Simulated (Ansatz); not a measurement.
# What BaLiCl3 (built on the sites of a database entry of BaLiF3) distorts into

Aim: this structure of BaLiCl3 (built on the sites of a database entry of BaLiF3) is to be tested for unstable modes, and one is followed downhill.

Method: DFT PBEsol, scalar-relativistic, plane waves, PAW, in Ansatz 0.2.0.

The structure was built from a prototype and need not be the compound's stable phase.

## 1. The starting structure

The structure is cubic, space group Pm-3m (No. 221). Conventional cell: a = 4.792 Å, b = 4.792 Å, c = 4.792 Å, α = 90.00°, β = 90.00°, γ = 90.00°. Nearest to Ba lie 12 Cl at 3.39 Å. Nearest to Li lie 6 Cl at 2.40 Å. Nearest to Cl lie 2 Li at 2.40 Å and 4 Ba at 3.39 Å. Farther neighbours and most contacts between anions are not listed.

## 2. The dispersion

The cell comes from relaxations at this level that are not shown. Stability and thermal properties need the whole zone. Linear response on a 2×2×2 q mesh gives force constants as far as a supercell of that size would, and the tensors from the zone-centre run are typed in so that the long-range dipole term is interpolated apart.

Contents of input.yaml:

```yaml
crystal:
  lattice:
    - [4.7920317519, 0.0, 0.0]
    - [0.0, 4.7920317519, 0.0]
    - [0.0, 0.0, 4.7920317519]
  atoms:
    - { symbol: Ba, position: [0.0, 0.0, 0.0] }
    - { symbol: Li, position: [0.5, 0.5, 0.5] }
    - { symbol: Cl, position: [0.0, 0.5, 0.5] }
    - { symbol: Cl, position: [0.5, 0.5, 0.0] }
    - { symbol: Cl, position: [0.5, 0.0, 0.5] }
kpoints:
  mp_grid: { grid: [4, 4, 4] }
hamiltonian:
  xc: pbesol
scf:
  occupations: { method: fixed }
output:
  eigenvalues: true
phonons:
  method: dfpt
  qmesh: [2, 2, 2]
  temperatures: { t_max: 1000, t_step: 50 }
  qpath:
    path:
      - [[0.0, 0.0, 0.0], [0.0, 0.5, 0.0], [0.5, 0.5, 0.0], [0.0, 0.0, 0.0], [0.5, 0.5, 0.5], [0.0, 0.5, 0.0]]
      - [[0.5, 0.5, 0.5], [0.5, 0.5, 0.0]]
    npoints: 10
  non_analytic_term:
    high_frequency_dielectric_tensor: [[3.5537, 0.0, 0.0], [0.0, 3.5537, 0.0], [0.0, 0.0, 3.5537]]
    born_effective_charges:
      - { species: Ba, tensor: [[2.9146, 0.0, 0.0], [0.0, 2.9146, 0.0], [0.0, 0.0, 2.9146]] }
      - { species: Li, tensor: [[1.1162, 0.0, 0.0], [0.0, 1.1162, 0.0], [0.0, 0.0, 1.1162]] }
      - { species: Cl, tensor: [[-1.2287, 0.0, 0.0], [0.0, -1.401, 0.0], [0.0, 0.0, -1.401]] }
      - { species: Cl, tensor: [[-1.401, 0.0, 0.0], [0.0, -1.401, 0.0], [0.0, 0.0, -1.2287]] }
      - { species: Cl, tensor: [[-1.401, 0.0, 0.0], [0.0, -1.2287, 0.0], [0.0, 0.0, -1.401]] }
    source: "zone-centre run at this cell"
```

The run is started by

```
$ ansatz run input.yaml --threads 4 --pin off --max-ram 7168MiB --backend cpu --events-out ev --progress --plain --runs-dir out
```

Numbers of over 12 decimals in the logs are rounded to 6 here.

The log of the run:

```text
Engine: ansatz 0.2.0, aarch64-unknown-linux-gnu
Pseudopotentials: kind: paw
Pseudopotential: Ba, paw, valence charge 10, recommended cutoff 420 eV (normal), Ba.paw.azcp
Pseudopotential: Li, paw, valence charge 3, recommended cutoff 420 eV (normal), Li.paw.azcp
Pseudopotential: Cl, paw, valence charge 7, recommended cutoff 420 eV (normal), Cl.paw.azcp
Functional definition: PBEsol
  exchange = pbesol_x
  correlation = pbesol_c
Crystal: 5 atoms, lattice volume = 110.042 Å³
Basis set: ecut = 420 eV, 2109 PW (Γ), exchange–correlation on 72×72×72 points (8 copies of the dense FFT grid, shifted against one another)
Bands: 22, of which v1, the nominal top of the filled ones, is band 17 counted from 1 (16 counted from 0)
Symmetry: 48 space group operations
k-points: 10 of 64
Non-local potential: Ba, projectors of the file, l = 0: 3, l = 1: 2, l = 2: 2, l = 3: 2
Non-local potential: Li, projectors of the file, l = 0: 3, l = 1: 2, l = 2: 1
Non-local potential: Cl, projectors of the file, l = 0: 2, l = 1: 2, l = 2: 2
PAW form: soft (Blöchl's): semilocal exchange-correlation on the pseudo side does not see the compensation charge
PAW frozen core: Ba, regenerated for the run's functional, and the local potential with it (the file was generated under x = pbe(κ = 0.804, μ = 0.219515), c = pbe(β = 0.066725))
PAW frozen core: Cl, regenerated for the run's functional, and the local potential with it (the file was generated under x = pbe(κ = 0.804, μ = 0.219515), c = pbe(β = 0.066725))
PAW one-centre angular grid: Ba, 194 points (default); XC on 64 Gauss nodes
PAW one-centre angular grid: Li, 110 points (default); XC on 64 Gauss nodes
PAW one-centre angular grid: Cl, 110 points (default); XC on 64 Gauss nodes
Initial density: superposition of atomic densities (neutral atoms: chi_scale 0, normalization atom), corrected by the library's trained network
Initial wavefunctions: pseudopotential atomic-orbital guess
Functional: x = pbesol(κ = 0.804, μ = 0.123457), c = pbesol(β = 0.046)
SCF iter   1: F=—  HF=-9259.192795 eV  |F-HF|=—  |Δ(HF+E_count)|=         —  Δρ=4.02e-3  dr2=2.48e-2  ethr=1.77e-3  ⟨swp⟩=5.5  Hψ=1004  notcnv=0  defer=24
preconditioner: auto → Resta (q_TF=auto, 2.243 Å⁻¹)  ε∞=3.7  [insulator: Δε(μ)=4.037 eV  Ē_g=11.907 eV  n_scr=18 (ndim 8)  ℏωp=19.4 eV  f_vac=0.000  ε∞_Penn≈3.7]
SCF iter   2: F=—  HF=-9259.184840 eV  |F-HF|=—  |Δ(HF+E_count)|=   7.96e-3  Δρ=1.95e-3  dr2=6.15e-3  ethr=7.29e-5  ⟨swp⟩=3.2  Hψ=467  notcnv=0  defer=30
SCF iter   3: F=—  HF=-9259.183677 eV  |F-HF|=—  |Δ(HF+E_count)|=   1.16e-3  Δρ=5.39e-4  dr2=2.37e-4  ethr=1.81e-5  ⟨swp⟩=3.0  Hψ=388  notcnv=0  defer=28
SCF iter   4: F=—  HF=-9259.183685 eV  |F-HF|=—  |Δ(HF+E_count)|=   7.86e-6  Δρ=1.83e-4  dr2=7.06e-5  ethr=6.98e-7  ⟨swp⟩=2.0  Hψ=373  notcnv=0  defer=28
SCF iter   5: F=—  HF=-9259.183676 eV  |F-HF|=—  |Δ(HF+E_count)|=   8.48e-6  Δρ=6.94e-5  dr2=1.13e-5  ethr=2.08e-7  ⟨swp⟩=2.4  Hψ=357  notcnv=0  defer=17
SCF iter   6: F=—  HF=-9259.183676 eV  |F-HF|=—  |Δ(HF+E_count)|=   1.41e-7  Δρ=1.87e-5  dr2=9.30e-7  ethr=3.32e-8  ⟨swp⟩=2.0  Hψ=293  notcnv=0  defer=12
SCF iter   7: F=—  HF=-9259.183675 eV  |F-HF|=—  |Δ(HF+E_count)|=   6.14e-7  Δρ=3.52e-6  dr2=3.31e-8  ethr=2.73e-9  ⟨swp⟩=2.2  Hψ=327  notcnv=0  defer=12
SCF iter   8: F=—  HF=-9259.183675 eV  |F-HF|=—  |Δ(HF+E_count)|=   1.06e-8  Δρ=2.93e-7  dr2=2.04e-10  ethr=9.73e-11  ⟨swp⟩=2.1  Hψ=360  notcnv=0  defer=12
SCF iter   9: F=—  HF=-9259.183675 eV  |F-HF|=—  |Δ(HF+E_count)|=    0.00e0  Δρ=8.03e-8  dr2=1.54e-11  ethr=1.00e-12  ⟨swp⟩=2.3  Hψ=321  notcnv=0  defer=12
SCF iter  10: F=-9259.183675 eV  HF=-9259.183675 eV  |F-HF|=0.00e0  |Δ(HF+E_count)|=  3.64e-12  Δρ=6.95e-9  dr2=5.59e-14  ethr=1.00e-12  ⟨swp⟩=12.8  Hψ=1665  notcnv=0
SCF 1 converged in 10 iterations: F = -9259.183675 eV  dr2 = 5.59e-14
  greatest PAW one-centre occupation: 1.000 electrons in one spin orbital (limit 2), on the Li atom at site 1 (counted from 0), in its partial waves of l = 0
NSCF: frozen V_eff on 10 k-points
NSCF: frozen V_eff on 27 k-points
DFPT response loops at q = (0, 0, 0) (fractional): preconditioner auto → none (the input reference at scf.mixing.eps_inf says where Resta's filter doesn't serve); β = 0.50; Broyden in place of MSR1
NSCF: frozen V_eff on 54 k-points
DFPT response loops at q = (0, 0, -0.5) (fractional): preconditioner auto → Resta (q_TF=auto, 2.243 Å⁻¹)  ε∞=3.8 (no band partly filled); β = 1.00, the filter's whole step (`scf.mixing.beta` (0.50) is not read by the response loops at its default; to damp them type it under 1.00, their step now; it binds the ground state too); Broyden in place of MSR1
NSCF: frozen V_eff on 54 k-points
DFPT response loops at q = (0, -0.5, -0.5) (fractional): mixed as the last ones told, above
NSCF: frozen V_eff on 54 k-points
DFPT response loops at q = (-0.5, -0.5, -0.5) (fractional): preconditioner auto → none (the input reference at scf.mixing.eps_inf says where Resta's filter doesn't serve); β = 0.50; Broyden in place of MSR1
SCF converged after 10 iterations
Free energy (F): -9259.183675 eV
Harris-Foulkes:  -9259.183675 eV  (|F-HF|=0.00e0)
Internal energy: -9259.183675 eV  (E = F + TS)
E sigma→0 (E₀):  -9259.183675 eV
Fermi energy:    4.670161 eV
--- Per-component energies (eV) ---
  E_band       = -147.317228
  E_kinetic    = 675.428142
  E_local      = -936.507022  (includes V_loc(G=0)·N_el)
  E_nonlocal   = 111.699807
  E_hartree    = 279.609463
  E_xc         = -497.732230
  E_vxc        = -516.625964  (∫ρ·V_xc dr)
  E_paw        = -7085.405867  (= ΣΔE_a)
  E_vpaw       = -40.531401  (= ΣTr[D̂ρ^β])
  E_aug_tail   = 0.000285  (compensation charges beyond the density's cutoff)
  E_ewald      = -1806.662983
  E_core_change = 0.386729  (= ΣΔE_core)
  E_smearing   = -0.000000  (= −TS)
  E_closure    = 0.000000  (closes the sum)
  Σ components = -9259.183675   (vs F -9259.183675, Δ=0.00e0)
--- Band table (eV; the first three rows and the last of 10) ---
  k-point 0: bands = [... 13 lower, 3.6953, 4.6161, 4.6161, 4.6161, 8.8193, 8.8193, 9.8180, 10.0821, ... 1 higher]
  k-point 1: bands = [... 13 lower, 3.5174, 4.0134, 4.4006, 4.4006, 9.4799, 9.6583, 10.2668, 10.8277, ... 1 higher]
  k-point 2: bands = [... 13 lower, 3.3970, 3.3970, 4.1657, 4.1657, 10.5022, 10.5043, 10.6459, 11.9833, ... 1 higher]
  k-point 9: bands = [... 13 lower, 4.5570, 4.6702, 4.6702, 4.6702, 10.1520, 10.1520, 10.1520, 11.1508, ... 1 higher]
--- Phonons (Γ-DFPT): 4 representative perturbations + reference (Σ response iterations 12) ---
  ASR residual: 2.163e-4 → 0.000e0 eV/Å²; symmetrization residual: 1.279e-6 eV/Å²
  ASR residual per site (eV/Å²): 2.22e-6 2.16e-4 6.53e-5 6.53e-5 6.53e-5
  Γ frequencies (cm⁻¹): 0.00 0.00 0.00 38.65 38.65 38.65 91.04 91.04 91.04 183.35 183.35 183.35 339.68 339.68 339.68
--- Phonons (arbitrary-q DFPT): 4 irreducible q on the 2×2×2 mesh ---
  q = [0.0000, 0.0000, 0.0000] (star 1, of the zone-centre solve; hermiticity 4.61e-7, symmetrization 1.05e-12): -0.00 -0.00 -0.00 38.65 38.65 38.65 91.04 91.04 91.04 183.35 183.35 183.35 339.68 339.68 339.68
  q = [0.0000, 0.0000, -0.5000] (star 3, 9 solved perturbations in 216 linear systems a pass and spin channel, the states on 27 of 64 k-point pairs; hermiticity 4.24e-7, symmetrization 3.78e-13): 29.56 29.56 71.69 71.69 96.50 108.81 109.62 109.62 154.85 176.92 176.92 225.70 340.16 340.16 362.78
  q = [0.0000, -0.5000, -0.5000] (star 3, 9 solved perturbations in 216 linear systems a pass and spin channel, the states on 27 of 64 k-point pairs; hermiticity 7.12e-7, symmetrization 7.89e-14): -73.12 31.63 53.55 53.55 116.14 116.14 119.47 119.47 164.73 177.72 182.86 247.25 340.82 363.13 363.13
  q = [-0.5000, -0.5000, -0.5000] (star 1, 4 solved perturbations in 81 linear systems a pass and spin channel, the states on 27 of 64 k-point pairs; hermiticity 7.04e-7, symmetrization 1.36e-12): -81.95 -81.95 -81.95 43.16 43.16 43.16 167.26 167.26 167.26 175.39 175.39 266.44 368.44 368.44 368.44
  sum rule: each row above includes the acoustic sum rule's correction from the zone centre's row sums; it moved no ω² by more than (2.91 cm⁻¹)²
  mesh force constants: q→R imaginary residual 6.22e-18; ASR residual 2.163e-4 → 0.000e0 eV/Å²; symmetrization residual 5.329e-15 eV/Å²
  interpolated dispersion: 63 rows × 15 modes
  density of states and harmonic sums: on the 14×14×14 q-mesh, interpolated from the force constants of a 2×2×2 supercell (with the dipole–dipole term of supplied tensors)
  largest difference from the sums on the solved wave vectors: F 1.18e-1 eV, S 1.55e-4 and C_V 4.17e-5 eV/K
  zero-point energy: 0.147061 eV/cell   skipped modes (ω ≤ 0): 93, of them read as no rigid motion or as one in doubt: 90 (6.888e-1 modes/cell left out, lowest -81.95 cm⁻¹)   left out of the sums: 4.60e-2 of the cell's modes: C_V's classical limit lies that fraction below 3 k_B per atom; for a crystal, a wire or a layer, F and S can be off by more, and a phonons.interpolated_qmesh denser along its periods is the remedy for the sampling
```

The job ended after 42 s (4 threads of Arm Neoverse V2, shared host; peak memory 0.61 GiB; 2.7 min of CPU time).

A gap read on the k-mesh alone can miss the band edges.

Numbers from this step:

| Item | Value |
| --- | --- |
| gap on the k-mesh | 4.149 eV |
| volume per atom | 22.01 Å³ |
| sum-rule residual before enforcement | 2.16e-4 eV/Å² |
| lowest frequency on the path | -81.95 cm⁻¹ |
| point group | m-3m |
| highest frequency on the path or at a solved wavevector | 381.3 cm⁻¹ |
| highest optical mode at the zone centre (no LO-TO term) | 339.7 cm⁻¹ |
| lowest optical zone-centre mode | 38.65 cm⁻¹ |
| lowest mode on the q mesh (acoustic modes at Γ apart) | -81.95 cm⁻¹ |

Frequencies (cm⁻¹) solved at each irreducible wavevector; negative means imaginary. Frequencies by wavevector, by row:

```tsv
q in reciprocal lattice units	star	mode 1	mode 2	mode 3	mode 4	mode 13	mode 14	mode 15
0 0 0	1	0	0	0	38.6	339.7	339.7	339.7
0 0 -0.5	3	29.6	29.6	71.7	71.7	340.2	340.2	362.8
0 -0.5 -0.5	3	-73.1	31.6	53.5	53.5	340.8	363.1	363.1
-0.5 -0.5 -0.5	1	-82	-82	-82	43.2	368.4	368.4	368.4
```

Interpolated from a 2×2×2 q mesh, with the LO-TO term (at Γ the limit along the path; where Γ stands inside the path, tables give the limit on arrival). The phonon branches at the labelled points (cm⁻¹):

```tsv
point	branch 1	branch 2	branch 3	branch 4	branch 12	branch 13	branch 14	branch 15
Γ	0	0	0	39	203	340	340	381
halfway	26	26	57	57	208	340	340	373
X	30	30	72	72	226	340	340	363
halfway	12	31	45	71	230	340	353	362
M	-73	32	54	54	247	341	363	363
halfway	29	44	50	60	217	340	343	371
Γ	0	0	0	39	203	340	340	381
halfway	42	42	46	46	225	346	346	370
R	-82	-82	-82	43	266	368	368	368
halfway	-21	-9	41	46	238	348	358	364
X	30	30	72	72	226	340	340	363
jump to R	-82	-82	-82	43	266	368	368	368
halfway	-78	-23	-23	38	253	355	366	366
M	-73	32	54	54	247	341	363	363
```

Symmetry leaves 4 wavevectors to solve. The lowest mode among them, the acoustic zeros apart, lies at q = (-0.5, -0.5, -0.5) and is imaginary, 82.0i cm⁻¹, so the energy falls along it.

## 3. The mode frozen in, largest atomic shift 0 Å

The mode followed lies at q = (-0.5, -0.5, -0.5) with frequency 81.9i cm⁻¹ and is 3-fold degenerate, the softest among the wavevectors solved. At small amplitude the distorted cell has space group no. 140 by a symmetry search on the positions. The undistorted cell that holds it gives the zero of energy on the same k mesh.

System of this step: BaLiCl3 (built on the sites of a database entry of BaLiF3). Symmetry: Pm-3m, No. 221, cubic system. The conventional cell has a = 4.792 Å, b = 4.792 Å, c = 4.792 Å, α = 90.00°, β = 90.00°, γ = 90.00°. Ba has 12 Cl at 3.39 Å nearest. Nearest to Li lie 6 Cl at 2.40 Å. Nearest to Cl lie 2 Li at 2.40 Å and 4 Ba at 3.39 Å. Farther neighbours and most contacts between anions are not listed.

Contents of input.yaml:

```yaml
crystal:
  lattice:
    - [4.7920317519, 4.7920317519, 0.0]
    - [4.7920317519, 0.0, 4.7920317519]
    - [4.7920317519, 0.0, -4.7920317519]
  atoms:
    - { symbol: Ba, position: [0.0, 0.5, 0.5] }
    - { symbol: Ba, position: [0.0, 0.0, 1.0] }
    - { symbol: Li, position: [0.5, 0.25, 0.75] }
    - { symbol: Li, position: [0.5, 0.75, 0.25] }
    - { symbol: Cl, position: [0.5, 0.5, 0.0] }
    - { symbol: Cl, position: [0.5, 0.0, 0.5] }
    - { symbol: Cl, position: [0.5, 0.5, 0.5] }
    - { symbol: Cl, position: [0.5, 0.0, 0.0] }
    - { symbol: Cl, position: [0.0, 1.0, 0.5] }
    - { symbol: Cl, position: [0.0, 0.5, 0.0] }
kpoints:
  mp_grid: { grid: [4, 4, 4] }
hamiltonian:
  xc: pbesol
scf:
  occupations: { method: gaussian, width: 0.02 }
output:
  forces: true
  stress: true
  eigenvalues: true
```

The log of the run:

```text
[...]
Crystal: 10 atoms, lattice volume = 220.084 Å³
Basis set: ecut = 420 eV, 4285 PW (Γ), exchange–correlation on 96×96×96 points (8 copies of the dense FFT grid, shifted against one another)
Bands: 44, of which v1, the nominal top of the filled ones, is band 34 counted from 1 (33 counted from 0)
Symmetry: 96 space group operations
[...]
k-points: 8 of 64
[...]
k-point 0: bands = [... 30 lower, 4.6162, 4.6702, 4.6702, 4.6702, 8.8193, 8.8193, 9.8180, 10.0820, ... 5 higher]
  k-point 1: bands = [... 30 lower, 4.5637, 4.5637, 4.5647, 4.5647, 9.3298, 9.3298, 10.2486, 10.4280, ... 5 higher]
  k-point 2: bands = [... 30 lower, 4.5178, 4.5178, 4.5178, 4.5178, 10.2017, 10.2017, 10.2017, 10.2017, ... 5 higher]
  k-point 7: bands = [... 30 lower, 4.1955, 4.1955, 4.3243, 4.3243, 10.7561, 10.7561, 11.2152, 11.2152, ... 5 higher]
[key lines of the parts left out:]
SCF converged after 6 iterations
Free energy (F): -18518.367447 eV
Fermi energy:    6.744799 eV
P = ⅓ Tr σ = 0.0026 GPa (0.026 kbar)
```

The job ended after 1.4 s (4 threads; peak memory 0.61 GiB).

Numbers from this step:

```yaml
pressure: 0.002584 GPa
energy_from_the_undistorted_cell: 0 meV/atom
```

At this level the gap is 4.15 eV on the k-mesh of the self-consistent run, which can miss the band edges.

## 4. The mode frozen in, largest atomic shift 0.45 Å

The atoms are moved along the unstable eigenvector, the largest shift by 0.45 Å, with the cell fixed.

input.yaml: that of step 3 with these lines changed.

```diff
@@ -10,6 +10,6 @@
     - { symbol: Li, position: [0.5, 0.75, 0.25] }
-    - { symbol: Cl, position: [0.5, 0.5, 0.0] }
-    - { symbol: Cl, position: [0.5, 0.0, 0.5] }
-    - { symbol: Cl, position: [0.5, 0.5, 0.5] }
-    - { symbol: Cl, position: [0.5, 0.0, 0.0] }
+    - { symbol: Cl, position: [0.5, 0.5469529443, -0.0469529443] }
+    - { symbol: Cl, position: [0.5, -0.0469529443, 0.5469529443] }
+    - { symbol: Cl, position: [0.5, 0.4530470557, 0.4530470557] }
+    - { symbol: Cl, position: [0.5, 0.0469529443, 0.0469529443] }
     - { symbol: Cl, position: [0.0, 1.0, 0.5] }
```

The log of the run:

```text
[...]
Crystal: 10 atoms, lattice volume = 220.084 Å³
Basis set: ecut = 420 eV, 4285 PW (Γ), exchange–correlation on 96×96×96 points (8 copies of the dense FFT grid, shifted against one another)
Bands: 44, of which v1, the nominal top of the filled ones, is band 34 counted from 1 (33 counted from 0)
Symmetry: 16 space group operations
[...]
k-points: 13 of 64
[...]
k-point 0: bands = [... 30 lower, 4.4224, 4.4355, 4.4638, 4.4638, 8.8944, 9.4425, 10.1686, 10.3184, ... 5 higher]
  k-point 1: bands = [... 30 lower, 4.2801, 4.3525, 4.4005, 4.4133, 9.3511, 9.8213, 10.4906, 10.5722, ... 5 higher]
  k-point 2: bands = [... 30 lower, 4.3002, 4.3002, 4.3624, 4.3624, 10.1963, 10.1963, 10.4705, 10.4705, ... 5 higher]
  k-point 12: bands = [... 30 lower, 4.1579, 4.1579, 4.2425, 4.4071, 10.2663, 10.3749, 10.4952, 11.0221, ... 5 higher]
[key lines of the parts left out:]
SCF converged after 6 iterations
Free energy (F): -18518.548539 eV
Fermi energy:    6.679129 eV
P = ⅓ Tr σ = 1.0100 GPa (10.100 kbar)
```

Elapsed: 2.1 s, on 4 threads; peak memory 0.64 GiB.

Numbers from this step:

```
pressure                         : 1.010 GPa
gap on the k-mesh                : 4.431 eV
energy from the undistorted cell : -18.11 meV/atom
```

The energy, extrapolated to zero smearing, is -18.11 meV/atom against the undistorted cell.

The run ends at a pressure of 1.01 GPa, with forces up to 0.029 eV/Å.

## 5. Energy along the mode, all amplitudes (two of the runs are shown above)

An imaginary frequency means negative curvature, so the energy should fall and then rise again as anharmonic terms take over.

Numbers from this step:

```
depth at the lowest point sampled  : 18.11 meV/atom
largest atomic shift at that point : 0.45 Å
```

Table of energy from the parent by largest atomic shift:

```tsv
largest atomic shift (Å)	energy from the parent (meV/atom)
0.000	0
0.040	-0.279
0.080	-1.10
0.140	-3.25
0.220	-7.38
0.320	-13.2
0.450	-18.1
0.600	-12.0
```

Displacement at unit largest shift by atom:

```tsv
atom	x (Å)	y (Å)	z (Å)	size
Ba1	0.00	0.00	0.00	0.00
Ba2	0.00	0.00	0.00	0.00
Li3	0.00	0.00	0.00	0.00
Li4	0.00	0.00	0.00	0.00
Cl5	0.00	0.00	1.00	1.00
Cl6	0.00	0.00	-1.00	1.00
Cl7	-1.00	0.00	0.00	1.00
Cl8	1.00	0.00	0.00	1.00
Cl9	0.00	0.00	0.00	0.00
Cl10	0.00	0.00	0.00	0.00
```

The lowest of the steps tried is at 0.45 Å, 18.1 meV/atom below the parent; the bottom of the well need not coincide with a step.

[end of part 1 of 2]

[Logs are printed without paths, hosts, clocks, repeated set-up lines and the standing remarks that a program may print on its own settings, such as how far it seeks lower states.]

[Hosts, paths, dates, database ids (printed as entryN), source tags and the programs' standing remarks are cut or masked in the printed files.]
